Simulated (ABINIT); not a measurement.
**CdTe (F-43m): one start, several treatments of the self-energy**

How much does the gap of CdTe (F-43m) depend on the approximation to the self-energy?

Main program and level: ABINIT 10.8.3; PBE and many-body steps on it, plane waves.

**The experiments to reproduce.**

- Gap 1.48 ± 0.02 eV: direct optical gap from Tauc analysis, 1.5 h deposition; UV-vis diffuse reflectance; film (electrodeposited 1.5 h on FTO, Te-rich) (“Electrodeposition of CdTe Thin Films for Solar Energy Water Splitting”, 2020, pmc:7177234).

- Gap 1.592 eV: near-band-edge L1 bound-exciton energy extrapolated to 0 K (Varshni), slightly below the true gap; temperature-dependent photoluminescence; 0 K; bulk crystal (vertical Bridgman single crystal) (“Photoluminescence characteristics of Cd1-xMnxTe single crystals grown by the vertical Bridgman method”, 2012, pmc:3275455).

- Gap 1.32 ± 0.02 eV: direct optical gap from Tauc analysis, 2.5 h deposition; UV-vis diffuse reflectance; film (electrodeposited 2.5 h on FTO, nearly stoichiometric) (“Electrodeposition of CdTe Thin Films for Solar Energy Water Splitting”, 2020, pmc:7177234).

This is a report of a sequence of runs, with most program output left out.

## Step 1: The structure

Symmetry: F-43m, No. 216, cubic system. The conventional cell has a = 6.480 Å, b = 6.480 Å, c = 6.480 Å, α = 90.00°, β = 90.00°, γ = 90.00°. Nearest to Cd lie 4 Te at 2.81 Å. Nearest to Te lie 4 Cd at 2.81 Å. Farther neighbours and most contacts between anions are not listed.

The cell and positions come from the Crystallography Open Database and are kept as given unless a step says otherwise. Spin-orbit coupling is left out unless a step names it.

## Step 2: Empty states on the mesh, 4×4×4 mesh, 247 bands

This step: ABINIT 10.8.3; DFT, PBE, plane waves, norm-conserving pseudopotentials.

The sums over transitions need many empty states on a uniform mesh; this step solves for them.

run.abi reads:

```
acell 3*1.0 Angstrom
rprim 
  0.000000000000 3.240000000000 3.240000000000
  3.240000000000 0.000000000000 3.240000000000
  3.240000000000 3.240000000000 0.000000000000
ntypat 2
znucl 48 52
natom 2
typat 1 2
xred 
  0.000000000000 0.000000000000 0.000000000000
  0.250000000000 0.250000000000 0.250000000000
pp_dirpath "pseudos"
pseudos "Cd.upf, Te.upf"
ecut 47
ngkpt 4 4 4
nshiftk 1
shiftk 0 0 0
kptopt 1
chksymbreak 0
iscf -2
irdden 1
istwfk *1
nband 247
nbdbuf 22
tolwfr 1e-09
nstep 60
prtvol 0
indata_prefix "in"
outdata_prefix "out"
tmpdata_prefix "tmp"
```

Started as:

```console
OMP_NUM_THREADS=1 mpirun -n 8 abinit run.abi > log
```

Elapsed: 3.3 min, on 8 MPI ranks of Arm Neoverse N1, shared host; peak memory 0.97 GiB.

This step gave:

* gap: 0.7704 eV
* k of the valence top: 0, 0, 0
* k of the conduction bottom: 0, 0, 0
* least direct gap: 0.7704 eV
* k points computed: 8
* lowest point of the top converged band, above the valence top: 110.3691 eV

On this mesh the gap is 0.770 eV.

The density comes from a self-consistent run that is not shown.

## Step 3: Screening, 4×4×4 mesh, 225 bands, screening to 190.5 eV

The RPA dielectric matrix is built and inverted for each q.

This step: RPA screening on PBE, plane waves, norm-conserving pseudopotentials.

Changes to run.abi since step 2:

```diff
@@ -20,10 +20,11 @@
 chksymbreak 0
-iscf -2
-irdden 1
 istwfk *1
-nband 247
-nbdbuf 22
-tolwfr 1e-09
-nstep 60
-prtvol 0
+occopt 1
+irdwfk 1
+optdriver 3
+nband 225
+ecuteps 7
+inclvkb 2
+awtr 1
+symchi 1
 indata_prefix "in"
```

The job ended after 7.7 min (8 MPI ranks; peak memory 4.3 GiB).

This step gave:

* ε∞ with local fields, on this mesh, along the program's q direction: 25.81
* the same without local fields: 27.06
* plasma frequency: 29.86 eV
* plane waves in the screening matrix: 411

Local fields lower ε∞ by 5 %.

## Step 4: G0W0, Godby-Needs plasmon pole

The self-energy is evaluated for the states that the input lists, and the levels follow from it, in one-shot runs by the linearised quasiparticle equation.

This step: G0W0 on PBE, plane waves, norm-conserving pseudopotentials.

Changes to run.abi since step 3:

```diff
@@ -23,8 +23,15 @@
 irdwfk 1
-optdriver 3
+optdriver 4
 nband 225
+gwcalctyp 0
+ecutsigx 47
+symsigma 1
+nkptgw 1
+kptgw 
+  0.0000000000 0.0000000000 0.0000000000
+bdgw 
+  20 26
 ecuteps 7
-inclvkb 2
-awtr 1
-symchi 1
+irdscr 1
+ppmodel 1
 indata_prefix "in"
```

The job ended after 34 s (8 MPI ranks; peak memory 3.6 GiB; 4.5 min of CPU time).

Numbers from this step:

| Property | Result |
| --- | --- |
| G0W0 gap on the points computed | 1.544 eV |
| starting gap on the mesh | 0.7704 eV |
| k of the valence top | 0, 0, 0 |
| k of the conduction bottom | 0, 0, 0 |
| Z at the valence top | 0.799 |
| Z at the conduction bottom | 0.811 |
| least direct G0W0 gap on the computed points | 1.544 eV |

The gap on the mesh goes from 0.77 eV to 1.54 eV, a correction of +0.77 eV.

## Step 5: G0W0, Hybertsen-Louie plasmon pole

Changes to run.abi since step 4:

```diff
@@ -35,3 +35,3 @@
 irdscr 1
-ppmodel 1
+ppmodel 2
 indata_prefix "in"
```

Wall time 32 s (8 MPI ranks); peak memory 3.4 GiB; 4.2 min of CPU time.

This step gave:

| Quantity | Value |
| --- | --- |
| G0W0 gap on the points computed | 1.556 eV |
| starting gap on the mesh | 0.7704 eV |
| k of the valence top | 0, 0, 0 |
| k of the conduction bottom | 0, 0, 0 |
| Z at the valence top | 0.864 |
| Z at the conduction bottom | 0.871 |
| least direct G0W0 gap on the computed points | 1.556 eV |

Against G0W0 in ABINIT (4×4×4 mesh, 225 bands, screening to 190.5 eV, Godby-Needs plasmon pole), the gap moves by +0.012 eV.

## Step 6: G0W0, von der Linden-Horsch plasmon pole

Changes to run.abi since step 5:

```diff
@@ -35,3 +35,3 @@
 irdscr 1
-ppmodel 2
+ppmodel 3
 indata_prefix "in"
```

Run time: 22 s. Hardware: 8 MPI ranks; peak memory 3.1 GiB; 3 min of CPU time.

Numbers from this step:

```yaml
g0w0_gap_on_the_points_computed: 1.566 eV
starting_gap_on_the_mesh: 0.7704 eV
k_of_the_valence_top: 0, 0, 0
k_of_the_conduction_bottom: 0, 0, 0
least_direct_g0w0_gap_on_the_computed_points: 1.566 eV
```

Against G0W0 in ABINIT (4×4×4 mesh, 225 bands, screening to 190.5 eV, Godby-Needs plasmon pole), the gap moves by +0.022 eV.

## Step 7: G0W0, Engel-Farid plasmon pole

Changes to run.abi since step 6:

```diff
@@ -35,3 +35,3 @@
 irdscr 1
-ppmodel 3
+ppmodel 4
 indata_prefix "in"
```

Elapsed: 23 s, on 8 MPI ranks; peak memory 3 GiB.

Numbers from this step:

| Item | Value |
| --- | --- |
| G0W0 gap on the points computed | 1.441 eV |
| starting gap on the mesh | 0.7704 eV |
| k of the valence top | 0, 0, 0 |
| k of the conduction bottom | 0, 0, 0 |
| least direct G0W0 gap on the computed points | 1.441 eV |

Against G0W0 in ABINIT (4×4×4 mesh, 225 bands, screening to 190.5 eV, Godby-Needs plasmon pole), the gap moves by −0.103 eV.

## Step 8: One-shot Hartree-Fock

This step: one-shot Hartree-Fock on PBE, plane waves, norm-conserving pseudopotentials.

Changes to run.abi since step 7:

```diff
@@ -24,4 +24,4 @@
 optdriver 4
-nband 225
-gwcalctyp 0
+nband 26
+gwcalctyp 5
 ecutsigx 47
@@ -33,5 +33,4 @@
   20 26
-ecuteps 7
-irdscr 1
-ppmodel 4
+ixc_sigma 40
+fftgw 31
 indata_prefix "in"
```

Run time: 5.7 s. Hardware: 8 MPI ranks; peak memory 0.36 GiB.

Numbers from this step:

```
quasiparticle gap on the points computed              : 6.674 eV
starting gap on the mesh                              : 0.7704 eV
k of the valence top                                  : 0, 0, 0
k of the conduction bottom                            : 0, 0, 0
least direct quasiparticle gap on the computed points : 6.674 eV
```

Against G0W0 in ABINIT (4×4×4 mesh, 225 bands, screening to 190.5 eV, Godby-Needs plasmon pole), the gap moves by +5.130 eV.

## Step 9: Side by side

Times are wall times on 8 MPI ranks of Arm Neoverse N1, shared host, good to a factor of about two. A run's time includes the screening step that it read.

| run | mesh | bands | screening cutoff (eV) | DFT gap (eV) | gap on the mesh (eV) | direct (eV) | ε∞ used | time |
| --- | --- | --- | --- | --- | --- | --- | --- | --- |
| G0W0, Godby-Needs plasmon pole | 4×4×4 | 225 | 190.5 | 0.770 | 1.544 | 1.544 | 25.81 | 8.2 min |
| G0W0, Hybertsen-Louie plasmon pole | 4×4×4 | 225 | 190.5 | 0.770 | 1.556 | 1.556 | 25.81 | 8.2 min |
| G0W0, von der Linden-Horsch plasmon pole | 4×4×4 | 225 | 190.5 | 0.770 | 1.566 | 1.566 | 25.81 | 8.1 min |
| G0W0, Engel-Farid plasmon pole | 4×4×4 | 225 | 190.5 | 0.770 | 1.441 | 1.441 | 25.81 | 8.1 min |
| one-shot Hartree-Fock | 4×4×4 | - | - | 0.770 | 6.674 | 6.674 | - | 5.7 s |

## Step 10: What came out

| Quantity | Value |
| --- | --- |
| G0W0, Godby-Needs plasmon pole | 1.544 eV |
| G0W0, Hybertsen-Louie plasmon pole | 1.556 eV |
| G0W0, von der Linden-Horsch plasmon pole | 1.566 eV |
| G0W0, Engel-Farid plasmon pole | 1.441 eV |
| one-shot Hartree-Fock | 6.674 eV |
| known limits | not at the basis limit; mesh may overstate the screening; no spin-orbit coupling; coarse k mesh |

What this shows: G0W0, Hybertsen-Louie plasmon pole: +0.012 eV against G0W0, Godby-Needs plasmon pole. G0W0, von der Linden-Horsch plasmon pole: +0.022 eV against G0W0, Godby-Needs plasmon pole. G0W0, Engel-Farid plasmon pole: −0.103 eV against G0W0, Godby-Needs plasmon pole. One-shot Hartree-Fock: +5.130 eV against G0W0, Godby-Needs plasmon pole. Bare exchange alone opens the gap to 6.67 eV; against G0W0, correlation takes back 5.13 eV. Against experiment, by G0W0, Godby-Needs plasmon pole: the direct gap of 1.54 eV lies +0.06 eV from the measured 1.48 ± 0.02 eV (direct, 2020); the direct gap of 1.54 eV lies −0.05 eV from the measured 1.592 eV (exciton, 0 K, 2012); the direct gap of 1.54 eV lies +0.22 eV from the measured 1.32 ± 0.02 eV (direct, 2020). An exciton line or allowed optical edge lies below the quasiparticle gap by the binding energy; a forbidden edge can push the onset above it. These are gaps on the mesh, at modest bands and cutoff. The calculation has static nuclei and no excitons; a measured gap holds zero-point and thermal motion, which mostly lowers it. With atoms this heavy the missing spin-orbit coupling can matter too. Bands and cutoff are finite, so the gap is not at the basis limit. The miss can reach some tenths of an eV and take either sign; the mesh is an error of its own. In the G0W0 runs levels were corrected at 1 k point alone, so a gap called «on the mesh» is the least over those, and an edge elsewhere would be missed. The 4×4×4 mesh is coarse for this cell, which bears on the long-range parts of exchange and screening. For the PBE start: The RPA ε∞ on this mesh reaches over 25; with a narrow direct gap a coarse mesh can overstate it, and the correction is then too small.

[Paths, hosts, dates, memory and timing lines, banners, echoed tables and standing remarks are left out of the program output.]

[Logs are printed without paths, hosts, clocks, repeated set-up lines and the standing remarks that a program may print on its own settings, such as how far it seeks lower states.]

[Runs of the session that timed out or met a known fault of the program may be left out.]

[Hosts, paths, dates, database ids (printed as entryN), source tags and the programs' standing remarks are cut or masked in the printed files.]

[G0W0 gaps are taken among the corrected bands and points alone; a level outside them can change the order at an edge.]

[Where Ansatz stands beside ABINIT at settings called matched, ABINIT's density can come from a denser mesh and the files from another edition; pairs whose starting gaps differed by over 0.03 eV were left out, so agreement reads better than it is.]
